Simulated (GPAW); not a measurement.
# Optical response of SiO (model structure), part 2 of 2

Aim: the dielectric function of SiO (model structure), and the optical constants that follow from it. The cell was made here by substitution or stacking, whether or not such a phase is known. It was built so: All S replaced by O and Sn replaced by Si in the Cmcm structure of SnS. The cell given below was relaxed beforehand with Ansatz.

GPAW 26.7.0; DFT, PBE, plane-wave PAW (GPAW data sets), scalar-relativistic, RPA, optical limit.

So far. Step 2 (Ground state): There is a gap, 1.79 eV on this mesh (points off the mesh can give less), so no carriers' term is needed.

## 4. Dielectric function, RPA

Transitions between filled and empty bands, summed over the zone, give the optical response, so mesh, band count and broadening shape it.

The induced potential is part of this response.

This step: DFT, PBE, plane-wave PAW (GPAW data sets), scalar-relativistic, RPA, optical limit (GPAW 26.7.0).

The input, df.py:

```python
from gpaw.response.df import DielectricFunction

df = DielectricFunction('full.gpw', frequencies={'type': 'nonlinear', 'domega0': 0.03, 'omega2': 8},
                        ecut=80,
                        eta=0.1,
                        nbands=34,
                        txt='df.txt')
for direction in ['x', 'y', 'z']:
    df.get_dielectric_function(xc='RPA', direction=direction, filename=f'df_{direction}.csv')
```

The run is started by

```console
$ OMP_NUM_THREADS=1 python df.py
```

The program printed:

```text
Using integrator: PointIntegrator
NonLinearFrequencyDescriptor(from 0.000 to 47.973 eV, 460 points)
Nonperiodic BCs:  [False False False]
Using integrator: PointIntegrator
NonLinearFrequencyDescriptor(from 0.000 to 47.973 eV, 460 points)
Nonperiodic BCs:  [False False False]

Calculating chi0 body with:
    Ground state adapter containing:
    Number of spins: 1
    Number of kpoints: 512
    Number of irreducible kpoints: 150
    Number of completely occupied states: 10
    Number of partially occupied states: 10

    Linear response parametrization:
    q_c: [0.0, 0.0, 0.0]
    Number of frequency points: 460
    Planewave cutoff: 80.0
    Number of bands: 34
    Number of planewaves: 115
    Broadening (eta): 0.1

Integrating chi0 body.

Symmetries of q_c:
    Direct symmetries (Uq -> q): 4
    Indirect symmetries (TUq -> q): 0
In total 4 allowed symmetries.

150 groups of equivalent kpoints. 70.703125% reduction.

Integral kind: spectral function

Calculating chi0 optical extensions with:
    Ground state adapter containing:
    Number of spins: 1
    Number of kpoints: 512
    Number of irreducible kpoints: 150
    Number of completely occupied states: 10
    Number of partially occupied states: 10

    Linear response parametrization:
    Number of frequency points: 460
    Planewave cutoff: 80.0
    Number of bands: 34
    Number of planewaves: 115
    Broadening (eta): 0.1
Integrating chi0 head and wings.

Symmetries of q_c:
    Direct symmetries (Uq -> q): 4
    Indirect symmetries (TUq -> q): 0
In total 4 allowed symmetries.

150 groups of equivalent kpoints. 70.703125% reduction.

Integral kind: spectral function wings
```

Run time: 89 s. Hardware: 1 thread of Arm Neoverse N1, shared host; peak memory 0.5 GiB.

This step gave:

| Property | Result |
| --- | --- |
| electronic dielectric constant ε∞, mean over x, y and z (by symmetry where fewer were run) | 6.092 |
| centre of weight of the strongest loss peak in the window | 19.56 eV |

The Im ε has structure finer than the step of the table below, so its rows give means over 0.5 eV, whole bins alone (the curve runs from 0 to 24.0 eV). Peaks (eV: height): E ∥ x 3.10: 13.7, 6.12: 13.3, 10.88: 3.89; E ∥ y 3.14: 2.70, 4.24: 3.31, 5.71: 8.10, 6.71: 4.24, 9.96: 2.61; E ∥ z 3.18: 15.5, 5.87: 12.7, 10.95: 3.41.

Sum at mesh points, not converged in k; values under the direct gap are tails of Lorentzian lines. Table of Im ε by photon energy; means over each step:

```
photon energy (eV)   E ∥ x   E ∥ y   E ∥ z
               0.5  0.0405  0.0101  0.0420
               1.0  0.0962  0.0224   0.100
               1.5   0.210  0.0416   0.223
               2.0   0.985  0.0966    1.17
               2.5    3.09   0.318    3.29
               3.0    9.89    1.75    9.87
               3.5    10.6    1.58    9.91
               4.0    3.93    2.59    4.45
               4.5    2.82    2.34    3.27
               5.0    3.05    1.83    3.27
               5.5    4.73    5.71    6.10
               6.0    11.9    4.55    12.0
               6.5    10.6    2.93    10.6
               7.0    6.07    2.67    5.24
               7.5    2.39    2.20    2.40
               8.0    1.72    1.75    1.85
               8.5    2.58    2.14    2.50
               9.0    2.45    1.77    2.39
               9.5    1.98    1.84    2.00
              10.0    2.62    2.36    2.66
              10.5    2.66    1.75    2.33
              11.0    3.24    1.39    3.03
              11.5    1.87    1.50    2.06
              12.0    1.22    1.57    1.31
              12.5    1.16    1.43    1.23
              13.0   0.801    1.79   0.797
              13.5    1.26    1.63    1.11
              14.0    1.18    1.49    1.08
              14.5   0.849    1.12   0.790
              15.0   0.853   0.884   0.729
              15.5   0.719   0.834   0.767
              16.0   0.755   0.926   0.842
              16.5   0.731    1.10   0.762
              17.0   0.766    1.08   0.740
              17.5   0.579    1.12   0.608
              18.0   0.615    1.02   0.577
              18.5   0.612    1.01   0.550
              19.0   0.491   0.735   0.486
              19.5   0.453   0.652   0.466
              20.0   0.306   0.552   0.309
              20.5   0.299   0.506   0.318
              21.0   0.257   0.506   0.292
              21.5   0.251   0.481   0.247
              22.0   0.259   0.464   0.273
              22.5   0.303   0.544   0.303
              23.0   0.272   0.561   0.272
              23.5   0.242   0.618   0.266
```

The reflectivity at normal incidence has structure finer than the step of the table below, so its rows give means over 0.5 eV, whole bins alone (the curve runs from 0 to 24.0 eV). Peaks (eV: height): E ∥ x 3.59: 42.7, 7.44: 62.2, 9.22: 28.1, 11.33: 41.5, 14.31: 26.5, 17.28: 19.1, 19.57: 19.6; E ∥ y 3.06: 19.0, 4.20: 18.2, 5.77: 35.4, 6.82: 25.4, 8.64: 14.9, 10.10: 16.2, 14.40: 16.1; E ∥ z 3.30: 44.5, 7.44: 62.1, 9.02: 31.4, 10.38: 30.1, 11.94: 44.0, 12.83: 37.1, 14.40: 28.5.

Sum at mesh points, not converged in k. Table of reflectivity at normal incidence by photon energy; means over each step:

```
photon energy (eV)  E ∥ x (%)  E ∥ y (%)  E ∥ z (%)
               0.5       21.0       10.7       21.3
               1.0       21.8       11.0       22.2
               1.5       23.5       11.6       23.9
               2.0       27.2       12.6       27.8
               2.5       30.0       14.4       29.3
               3.0       38.5       17.5       39.3
               3.5       40.8       14.2       39.2
               4.0       24.1       17.4       23.7
               4.5       15.6       14.0       17.4
               5.0       19.7       15.5       20.8
               5.5       26.3       27.6       29.2
               6.0       40.4       28.0       41.6
               6.5       48.3       16.4       49.5
               7.0       54.0       18.8       53.9
               7.5       57.8       13.6       54.8
               8.0       29.8       9.49       31.3
               8.5       21.4       12.3       21.6
               9.0       26.5       9.71       28.3
               9.5       17.3       9.82       16.8
              10.0       19.3       14.6       21.0
              10.5       21.9       12.9       23.7
              11.0       32.3       8.65       28.0
              11.5       40.0       8.10       36.1
              12.0       37.5       9.59       38.7
              12.5       30.1       8.09       31.0
              13.0       24.7       10.9       30.3
              13.5       15.8       12.5       16.7
              14.0       24.2       12.8       23.3
              14.5       24.3       13.4       25.6
              15.0       19.4       7.57       16.6
              15.5       17.1       5.30       13.8
              16.0       15.7       4.88       14.6
              16.5       13.2       7.13       15.3
              17.0       16.9       6.70       15.7
              17.5       15.6       8.69       17.5
              18.0       11.9       8.44       12.5
              18.5       15.8       10.9       16.2
              19.0       14.2       9.57       11.6
              19.5       17.0       8.04       16.6
              20.0       13.0       6.18       12.6
              20.5       10.6       4.69       9.04
              21.0       7.96       3.87       8.40
              21.5       6.00       3.54       6.54
              22.0       4.75       2.49       4.88
              22.5       4.79       2.95       4.97
              23.0       4.94       3.04       4.96
              23.5       4.31       4.11       4.61
```

The Im ε, E ∥ x has structure finer than the step of the table below, so its rows give means over 1 eV, whole bins alone (the curve runs from 0 to 24.0 eV). Peaks (eV: height): without local fields 3.1: 19.8, 6.2: 14.2, 10.9: 4.00; with local fields 3.1: 13.7, 6.1: 13.3, 10.9: 3.89.

Sum at mesh points, not converged in k; values under the direct gap are tails of Lorentzian lines. Im ε, E ∥ x against photon energy; means over each step:

```
photon energy (eV)  without local fields  with local fields
                 1                 0.140              0.102
                 2                  1.84               1.27
                 3                  12.5               8.65
                 4                  5.04               5.13
                 5                  3.89               3.23
                 6                  11.1               10.3
                 7                  4.38               6.04
                 8                  1.85               1.86
                 9                  2.67               2.38
                10                  2.88               2.55
                11                  2.78               2.78
                12                  1.25               1.33
                13                  1.01              0.967
                14                  1.10               1.16
                15                 0.707              0.795
                16                 0.697              0.738
                17                 0.688              0.723
                18                 0.615              0.615
                19                 0.435              0.514
                20                 0.277              0.332
                21                 0.235              0.260
                22                 0.263              0.268
                23                 0.248              0.273
```

The loss function −Im 1/ε at q → 0 has structure finer than the step of the table below, so its rows give means over 0.5 eV, whole bins alone (the curve runs from 0 to 24.0 eV). Peaks (eV: height): E ∥ x 9.35: 0.638, 13.08: 1.42, 15.34: 1.52, 17.39: 1.74, 19.81: 2.88; E ∥ y 6.33: 0.378, 7.10: 0.488, 8.77: 0.473, 10.74: 0.575, 14.59: 1.01, 19.57: 1.24; E ∥ z 9.35: 0.645, 13.17: 1.32, 14.77: 1.52, 17.72: 1.91, 18.74: 2.14, 19.69: 2.67.

Sum at mesh points, not converged in k; values under the direct gap are tails of Lorentzian lines. Table of loss function −Im 1/ε at q → 0 by energy loss; means over each step:

```
energy loss (eV)    E ∥ x    E ∥ y    E ∥ z
             0.5   7.7e-4   6.6e-4   7.7e-4
             1.0  0.00166  0.00142  0.00167
             1.5  0.00300  0.00244  0.00306
             2.0  0.00878  0.00486  0.00970
             2.5   0.0233   0.0128   0.0275
             3.0   0.0414   0.0555   0.0345
             3.5   0.0914   0.0741    0.106
             4.0    0.224   0.0906    0.193
             4.5    0.153    0.133    0.149
             5.0   0.0816   0.0730   0.0759
             5.5   0.0630   0.0838   0.0605
             6.0   0.0644    0.236   0.0749
             6.5   0.0906    0.271   0.0856
             7.0    0.112    0.368    0.122
             7.5    0.177    0.389    0.197
             8.0    0.486    0.373    0.451
             8.5    0.391    0.347    0.406
             9.0    0.398    0.385    0.404
             9.5    0.494    0.352    0.491
            10.0    0.374    0.351    0.374
            10.5    0.375    0.521    0.427
            11.0    0.279    0.540    0.311
            11.5    0.369    0.439    0.379
            12.0    0.565    0.490    0.520
            12.5    0.713    0.482    0.659
            13.0     1.12    0.437     1.03
            13.5    0.788    0.561    0.918
            14.0    0.802    0.628    0.879
            14.5     1.11    0.879     1.19
            15.0     1.16    0.873     1.37
            15.5     1.38    0.736     1.27
            16.0     1.32    0.601     1.17
            16.5     1.31    0.657     1.30
            17.0     1.31    0.641     1.34
            17.5     1.68    0.732     1.65
            18.0     1.48    0.796     1.59
            18.5     1.62    0.911     1.81
            19.0     1.89     1.15     1.75
            19.5     2.19     1.18     2.13
            20.0     2.33     1.13     2.27
            20.5     2.00    0.991     1.76
            21.0     1.57    0.877     1.66
            21.5     1.22    0.843     1.31
            22.0     1.02    0.678     1.06
            22.5     1.07    0.705     1.10
            23.0     1.07    0.705     1.08
            23.5    0.928    0.812     1.01
```

From ε follow the optical constants at some laser and lamp lines:

```
wavelength (nm)   n x    k x  R (%) x   1/α x   n y    k y  R (%) y   1/α y
            800  2.89  0.038     23.6  1.7 µm  2.03  0.011     11.6  6.0 µm
            633  3.12  0.092     26.5  548 nm  2.09  0.019     12.5  2.7 µm
            532  3.20  0.535     28.6   79 nm  2.17  0.054     13.6  777 nm
            405  3.83  1.690     41.5   19 nm  2.42  0.496     19.0   65 nm
            365  2.76  1.993     39.1   15 nm  2.01  0.376     12.7   77 nm
            248  2.31  0.671     19.0   29 nm  2.16  0.417     15.0   47 nm
            193  2.23  2.683     49.4  5.7 nm  1.43  0.757     11.8   20 nm
```

Below the direct gap, k and the depth come from the tails of the Lorentzian lines, not from transitions.

Rows near the edge hang on the gap, which this functional as a rule makes too small, and phonon-assisted absorption is left out.

## 5. Outcome

| Property | Result |
| --- | --- |
| electronic dielectric constant ε∞, mean over x, y and z (by symmetry where fewer were run) (RPA) | 6.09 |
| centre of weight of the strongest loss peak in the window, first axis | 19.6 eV |

In words: At this level (PBE, RPA) SiO has a mean ε∞ = 6.09 and n = 2.72 at 1550 nm (E ∥ x). On the mesh the gap is 1.84 eV and the least direct gap 2.25 eV, so on this mesh the band edges lie at different points. Local fields change the static value along x from 8.18 to 7.15 (-13 %). The static values by axis are 7.15 (x), 3.86 (y), 7.27 (z). Excitons and phonon-assisted transitions are missing; PBE gaps are as a rule too small, which pulls the onset down and ε∞ up. The curves end at 24 eV, about where the summed bands run out. In this version of GPAW the matrix elements of the optical limit are incomplete, which can lower ε − 1 by up to a tenth where first-row anions or d states rule, and shift it by more in d metals. The sum runs over mesh points 0.26 Å⁻¹ apart with no interpolation, so peaks are partly noise of the mesh and static values carry its error.

[Machine, clock and banner lines and Python warnings are left out of the logs.]

[Logs are printed without paths, hosts, clocks, repeated set-up lines and the standing remarks that a program may print on its own settings, such as how far it seeks lower states.]

[Hosts, paths, dates, database ids (printed as entryN), source tags and the programs' standing remarks are cut or masked in the printed files.]
